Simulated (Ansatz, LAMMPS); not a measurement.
# Charge trapping in amorphous 62SiO2-38GeO2 (mol %) (96 atoms)

Does an extra electron or hole in amorphous 62SiO2-38GeO2 (mol %) (96 atoms) stay spread out, or do the atoms trap it?

Calculated with Ansatz 0.2.0; Kohn-Sham DFT, PBE, PAW (set soft_2), plane waves.

**1. The structure**

The cell holds 96 atoms: 20 Si, 12 Ge and 64 O. Its edges and angles: a = 11.391 Å, b = 11.391 Å, c = 11.391 Å, α = 90.0°, β = 90.0°, γ = 90.0°. 96 atoms (20 Si, 12 Ge, 64 O) placed at random at 2.76 g/cm³, melted at 5000 K for 10 ps at fixed volume with the Morse and Coulomb pair potential with partial charges (Pedone, Malavasi, Menziani, Cormack and Segre, J. Phys. Chem. B 110, 11780 (2006)). Quenched from 5000 K to 300 K at 50 K/ps and fixed volume, held 5 ps, then minimised at fixed cell.

What the set-up can't give: The quench rate of 50 K/ps is many orders above laboratory rates, so the cell is likely richer in defects and strain than a real sample. The network of bonds at the start is that of the classical potential that made the cell, and needn't be the one that DFT or experiment would give. The Brillouin zone is sampled at Γ only, in a cell whose shortest periodic width is 11 Å.

**2. Single point at the start**

The forces at the start show how far the geometry lies from a minimum of this functional.

input.yaml

```yaml
crystal:
  lattice:
    - [11.3914, 0.0, 0.0]
    - [0.0, 11.3914, 0.0]
    - [0.0, 0.0, 11.3914]
  atoms:
    - { symbol: Si, position: [0.96032, 0.35656, 0.61729] }
    - { symbol: Si, position: [0.51609, 0.69221, 0.65024] }
    - { symbol: Si, position: [0.3044, 0.73414, 0.49066] }
    - { symbol: Si, position: [0.61713, 0.35245, 0.82061] }
    - { symbol: Si, position: [0.45191, 0.69649, 0.04431] }
    - { symbol: Si, position: [0.96432, 0.2008, 0.85202] }
    - { symbol: Si, position: [0.22425, 0.18594, 0.25035] }
    - { symbol: Si, position: [0.95787, 0.5002, 0.30614] }
    - { symbol: Si, position: [0.8649, 0.951, 0.79514] }
    - { symbol: Si, position: [0.2386, 0.98125, 0.59017] }
    - { symbol: Si, position: [0.39267, 0.52816, 0.83104] }
    - { symbol: Si, position: [0.63152, 0.24654, 0.56199] }
    - { symbol: Si, position: [0.12869, 0.51, 0.87767] }
    - { symbol: Si, position: [0.6286, 0.11408, 0.21617] }
    - { symbol: Si, position: [0.10136, 0.56403, 0.54194] }
    - { symbol: Si, position: [0.87516, 0.42918, 0.9105] }
    - { symbol: Si, position: [0.78658, 0.0117, 0.53187] }
    - { symbol: Si, position: [0.70837, 0.36551, 0.32798] }
    - { symbol: Si, position: [0.61062, 0.60436, 0.23936] }
    - { symbol: Si, position: [0.7515, 0.77786, 0.40428] }
    - { symbol: Ge, position: [0.25059, 0.73281, 0.2096] }
    - { symbol: Ge, position: [0.84985, 0.64914, 0.09767] }
    - { symbol: Ge, position: [0.17721, 0.44455, 0.15446] }
    - { symbol: Ge, position: [0.43766, 0.11151, 0.42749] }
    - { symbol: Ge, position: [0.99469, 0.71088, 0.76376] }
    - { symbol: Ge, position: [0.84554, 0.91905, 0.17227] }
    - { symbol: Ge, position: [0.22122, 0.07841, 0.8658] }
    - { symbol: Ge, position: [0.5987, 0.86697, 0.86197] }
    - { symbol: Ge, position: [0.12027, 0.96367, 0.1064] }
    - { symbol: Ge, position: [0.4976, 0.13037, 0.959] }
    - { symbol: Ge, position: [0.02436, 0.13358, 0.45167] }
    - { symbol: Ge, position: [0.78495, 0.59267, 0.61805] }
    - { symbol: O, position: [0.3468, 0.77198, 0.09721] }
    - { symbol: O, position: [0.96709, 0.85404, 0.79485] }
    - { symbol: O, position: [0.63456, 0.30431, 0.68856] }
    - { symbol: O, position: [0.72208, 0.89499, 0.48133] }
    - { symbol: O, position: [0.20644, 0.0741, 0.16627] }
    - { symbol: O, position: [0.35007, 0.13838, 0.92146] }
    - { symbol: O, position: [0.55631, 0.80282, 0.73039] }
    - { symbol: O, position: [0.1239, 0.0492, 0.53442] }
    - { symbol: O, position: [0.90907, 0.29365, 0.94557] }
    - { symbol: O, position: [0.99977, 0.45713, 0.83634] }
    - { symbol: O, position: [0.40375, 0.59749, 0.95581] }
    - { symbol: O, position: [0.62161, 0.47251, 0.289] }
    - { symbol: O, position: [0.50147, 0.21118, 0.52106] }
    - { symbol: O, position: [0.72944, 0.0177, 0.18368] }
    - { symbol: O, position: [0.6855, 0.24401, 0.25314] }
    - { symbol: O, position: [0.49756, 0.6358, 0.1658] }
    - { symbol: O, position: [0.97399, 0.98966, 0.13842] }
    - { symbol: O, position: [0.70426, 0.1236, 0.55464] }
    - { symbol: O, position: [0.0473, 0.66104, 0.63009] }
    - { symbol: O, position: [0.85239, 0.65417, 0.74084] }
    - { symbol: O, position: [0.54787, 0.77193, 0.97147] }
    - { symbol: O, position: [0.29432, 0.75872, 0.35203] }
    - { symbol: O, position: [0.23958, 0.31024, 0.18302] }
    - { symbol: O, position: [0.83771, 0.42542, 0.32174] }
    - { symbol: O, position: [0.87732, 0.53807, 0.9986] }
    - { symbol: O, position: [0.93795, 0.26608, 0.72589] }
    - { symbol: O, position: [0.04984, 0.42715, 0.23229] }
    - { symbol: O, position: [0.1455, 0.46676, 0.00938] }
    - { symbol: O, position: [0.74196, 0.4166, 0.85774] }
    - { symbol: O, position: [0.14069, 0.83041, 0.17564] }
    - { symbol: O, position: [0.22692, 0.58306, 0.1966] }
    - { symbol: O, position: [0.10384, 0.17759, 0.8597] }
    - { symbol: O, position: [0.63384, 0.61247, 0.63079] }
    - { symbol: O, position: [0.42431, 0.62023, 0.7306] }
    - { symbol: O, position: [0.55152, 0.0749, 0.33127] }
    - { symbol: O, position: [0.64876, 0.70245, 0.33737] }
    - { symbol: O, position: [0.43868, 0.72393, 0.53646] }
    - { symbol: O, position: [0.24084, 0.84087, 0.56366] }
    - { symbol: O, position: [0.08047, 0.43825, 0.60735] }
    - { symbol: O, position: [0.23008, 0.6129, 0.51277] }
    - { symbol: O, position: [0.9279, 0.6098, 0.22124] }
    - { symbol: O, position: [0.24334, 0.01853, 0.72727] }
    - { symbol: O, position: [0.82923, 0.83523, 0.30023] }
    - { symbol: O, position: [0.09286, 0.64778, 0.8606] }
    - { symbol: O, position: [0.25669, 0.48797, 0.8195] }
    - { symbol: O, position: [0.35488, 0.02357, 0.51768] }
    [... 12 atom lines left out ...]
    - { symbol: O, position: [0.84038, 0.97722, 0.65705] }
    - { symbol: O, position: [0.02437, 0.54534, 0.42315] }
    - { symbol: O, position: [0.85059, 0.79777, 0.07596] }
    - { symbol: O, position: [0.97617, 0.26412, 0.51203] }
    - { symbol: O, position: [0.50082, 0.43561, 0.82799] }
    - { symbol: O, position: [0.80691, 0.68282, 0.49531] }
kpoints:
  mp_grid: { grid: [1, 1, 1] }
hamiltonian:
  xc: pbe
scf:
  occupations: { method: fixed }
output:
  forces: true
```

Launch:

```bash
$ ansatz run input.yaml --threads 4 --pin off --max-ram 8192MiB --backend cpu --events-out ev --progress --plain --runs-dir out
```

Numbers of over 12 decimals in the logs are rounded to 6 here.

The log of the run:

```text
[...]
Pseudopotentials: kind: paw
Pseudopotential: Si, paw, valence charge 4, recommended cutoff 420 eV (normal), Si.paw.azcp
Pseudopotential: Ge, paw, valence charge 14, recommended cutoff 420 eV (normal), Ge.paw.azcp
Pseudopotential: O, paw, valence charge 6, recommended cutoff 420 eV (normal), O.paw.azcp
[... 5 lines on functional and potentials left out ...]
Crystal: 96 atoms, lattice volume = 1478.194 Å³
Basis set: ecut = 420 eV, 28887 PW (Γ), exchange–correlation on 160×160×160 points (8 copies of the dense FFT grid, shifted against one another)
Bands: 412, of which v1, the nominal top of the filled ones, is band 316 counted from 1 (315 counted from 0)
Symmetry: 1 space group operations
Space group: P1 (ITA 1), of the structure as read, at distance tolerance 1.1e-4 Å
k-points: 1
[... 7 lines on functional and potentials left out ...]
Initial density: superposition of atomic densities (neutral atoms: chi_scale 0, normalization atom), corrected by the library's trained network
Initial wavefunctions: pseudopotential atomic-orbital guess
[...]
SCF iter   1: F=—  HF=-100624.643835 eV  |F-HF|=—  |Δ(HF+E_count)|=         —  Δρ=2.26e-3  dr2=9.16e-2  ethr=1.77e-3  ⟨swp⟩=4.0  Hψ=1412  notcnv=0  defer=92
preconditioner: auto → Resta (q_TF=auto, 2.368 Å⁻¹)  ε∞=2.7  [insulator: Δε(μ)=3.336 eV  Ē_g=18.869 eV  n_scr=340 (ndim 8)  ℏωp=24.3 eV  f_vac=0.264  ε∞_Penn≈2.7]
[...]
SCF iter   8: F=—  HF=-100624.640807 eV  |F-HF|=—  |Δ(HF+E_count)|=   3.05e-7  Δρ=3.40e-6  dr2=1.80e-7  ethr=2.54e-10  ⟨swp⟩=2.0  Hψ=634  notcnv=0  defer=92
SCF iter   9: F=-100624.640807 eV  HF=-100624.640807 eV  |F-HF|=2.29e-8  |Δ(HF+E_count)|=   3.37e-8  Δρ=1.46e-6  dr2=3.12e-8  ethr=1.58e-11  ⟨swp⟩=4.0  Hψ=1125  notcnv=0
SCF 1 converged in 9 iterations: F = -100624.640807 eV  dr2 = 3.12e-8
[...]
SCF converged after 9 iterations
Free energy (F): -100624.640807 eV
Harris-Foulkes:  -100624.640807 eV  (|F-HF|=2.29e-8)
Internal energy: -100624.640807 eV  (E = F + TS)
E sigma→0 (E₀):  -100624.640807 eV
Fermi energy:    1.941205 eV
--- Per-component energies (eV) ---
[...]
Σ components = -100624.640807   (vs F -100624.640807, Δ=0.00e0)
--- Forces (eV/Å), atoms counted from 1 ---
  atom   1  Si     0.64676562     0.67172875     0.29129851
  atom   2  Si     0.51899230    -0.54250463     1.46604223
  atom   3  Si    -1.03896209     0.01731780     0.56517944
  atom   4  Si    -0.25271385     0.35776517     0.02288901
[...]
atom  96  O      0.98239201     0.06804112    -0.62161487
  max |Σ_I F_I| component: 5.93e-6 eV/Å
```

Run time: 30 s. Hardware: 4 threads of AMD EPYC 7R43, shared host; peak memory 1.9 GiB.

The r.m.s. force at the start is 0.71 eV/Å.

**3. Relaxation**

The atoms are relaxed in the fixed cell, aiming at the force tolerance of the input.

input.yaml

```yaml
crystal:
  lattice:
    - [11.3914, 0.0, 0.0]
    - [0.0, 11.3914, 0.0]
    - [0.0, 0.0, 11.3914]
  atoms:
    [... the 96 atom lines of step 2 ...]
kpoints:
  mp_grid: { grid: [1, 1, 1] }
hamiltonian:
  xc: pbe
scf:
  occupations: { method: fixed }
output:
  forces: true
relax:
  f_tol: 0.05
  max_steps: 120
```

The log of the run:

```text
[...]
Crystal: 96 atoms, lattice volume = 1478.194 Å³
Basis set: ecut = 420 eV, 28887 PW (Γ), exchange–correlation on 160×160×160 points (8 copies of the dense FFT grid, shifted against one another)
Bands: 412, of which v1, the nominal top of the filled ones, is band 316 counted from 1 (315 counted from 0)
Symmetry: 1 space group operations
[...]
k-points: 1
[...]
SCF iter   1: F=—  HF=-100624.643835 eV  |F-HF|=—  |Δ(HF+E_count)|=         —  Δρ=2.26e-3  dr2=9.16e-2  ethr=1.77e-3  ⟨swp⟩=4.0  Hψ=1412  notcnv=0  defer=92
[...]
SCF iter   5: F=—  HF=-100624.640823 eV  |F-HF|=—  |Δ(HF+E_count)|=   1.10e-5  Δρ=8.23e-5  dr2=8.49e-5  ethr=5.68e-8  ⟨swp⟩=2.0  Hψ=623  notcnv=0  defer=94
SCF iter   6: F=-100624.640805 eV  HF=-100624.640806 eV  |F-HF|=9.59e-7  |Δ(HF+E_count)|=   1.76e-5  Δρ=2.20e-5  dr2=6.96e-6  ethr=9.89e-9  ⟨swp⟩=4.0  Hψ=1115  notcnv=0
SCF 1 converged in 6 iterations: F = -100624.640805 eV  dr2 = 6.96e-6
[...]
relax step   1: F+E_penalty+E_count = -100624.64080464 eV  Δ(F+E_penalty+E_count) = +0.000e0 eV  max|allowed force component| = 2.767e0 eV/Å  Δτ_max = 0.0000 Å  (6 SCF iters, dr2 threshold 6.25e-5 eV, accepted)
[...]
relax step   2: F+E_penalty+E_count = -100626.82033361 eV  Δ(F+E_penalty+E_count) = -2.180e0 eV  max|allowed force component| = 2.084e0 eV/Å  Δτ_max = 0.1058 Å  (6 SCF iters, dr2 threshold 1.00e-4 eV, accepted)
[...]
relax step   3: F+E_penalty+E_count = -100629.12925950 eV  Δ(F+E_penalty+E_count) = -2.309e0 eV  max|allowed force component| = 6.229e-1 eV/Å  Δτ_max = 0.1970 Å  (7 SCF iters, dr2 threshold 1.00e-4 eV, accepted)
relax step   4: F+E_penalty+E_count = -100629.48267933 eV  Δ(F+E_penalty+E_count) = -3.534e-1 eV  max|allowed force component| = 1.527e-1 eV/Å  Δτ_max = 0.2000 Å  (7 SCF iters, dr2 threshold 3.46e-5 eV, accepted)
relax step   5: F+E_penalty+E_count = -100629.53819131 eV  Δ(F+E_penalty+E_count) = -5.551e-2 eV  max|allowed force component| = 1.501e-1 eV/Å  Δτ_max = 0.1416 Å  (10 SCF iters, accepted)
relax step   6: F+E_penalty+E_count = -100629.54300088 eV  Δ(F+E_penalty+E_count) = -4.810e-3 eV  max|allowed force component| = 1.531e-1 eV/Å  Δτ_max = 0.0372 Å  (9 SCF iters, accepted)
relax step   7: F+E_penalty+E_count = -100629.54708940 eV  Δ(F+E_penalty+E_count) = -4.089e-3 eV  max|allowed force component| = 1.298e-2 eV/Å  Δτ_max = 0.0135 Å  (5 SCF iters, dr2 threshold 2.26e-5 eV, accepted)
[...]
relax step   8: F+E_penalty+E_count = -100629.54709287 eV  Δ(F+E_penalty+E_count) = -3.474e-6 eV  max|allowed force component| = 1.298e-2 eV/Å  Δτ_max = 0.0000 Å  (5 SCF iters, accepted)
SCF converged after 5 iterations
Free energy (F): -100629.547093 eV
[...]
Internal energy: -100629.547093 eV  (E = F + TS)
E sigma→0 (E₀):  -100629.547093 eV
Fermi energy:    1.552994 eV
[...]
Σ components = -100629.547093   (vs F -100629.547093, Δ=0.00e0)
--- Forces (eV/Å), atoms counted from 1 ---
  atom   1  Si    -0.00631856    -0.00033826     0.01297869
  atom   2  Si     0.00168008     0.00364554     0.00648830
  atom   3  Si     0.00080174    -0.00107715     0.00424237
  atom   4  Si    -0.00114420    -0.00007439     0.00299792
[...]
atom  96  O     -0.00177072    -0.00073471    -0.00131147
  max |Σ_I F_I| component: 3.93e-5 eV/Å
--- Relaxed structure (8 steps of the walk, 8 accepted, 0 SCFs on fresh bases) ---
  F+E_penalty+E_count = -100629.54709287 eV   max|allowed force component| = 1.298e-2 eV/Å
  atoms:
    - { symbol: Si, position: [0.967235, 0.368784, 0.613653] }
    - { symbol: Si, position: [0.515924, 0.682439, 0.657102] }
    - { symbol: Si, position: [0.303162, 0.741340, 0.493308] }
    - { symbol: Si, position: [0.619073, 0.342516, 0.820388] }
[...]
- { symbol: O, position: [0.816165, 0.688958, 0.494042] }
```

Run time: 2.4 min. Hardware: 4 threads; peak memory 1.9 GiB; 8.9 min of CPU time.

The relaxation converged after 8 steps, 4.91 eV below its start, with a largest force component of 0.013 eV/Å.

[end of part 1 of 4]

[Logs are printed without paths, hosts, clocks, repeated set-up lines and the standing remarks that a program may print on its own settings, such as how far it seeks lower states.]

[Hosts, paths, dates, database ids (printed as entryN), source tags and the programs' standing remarks are cut or masked in the printed files.]
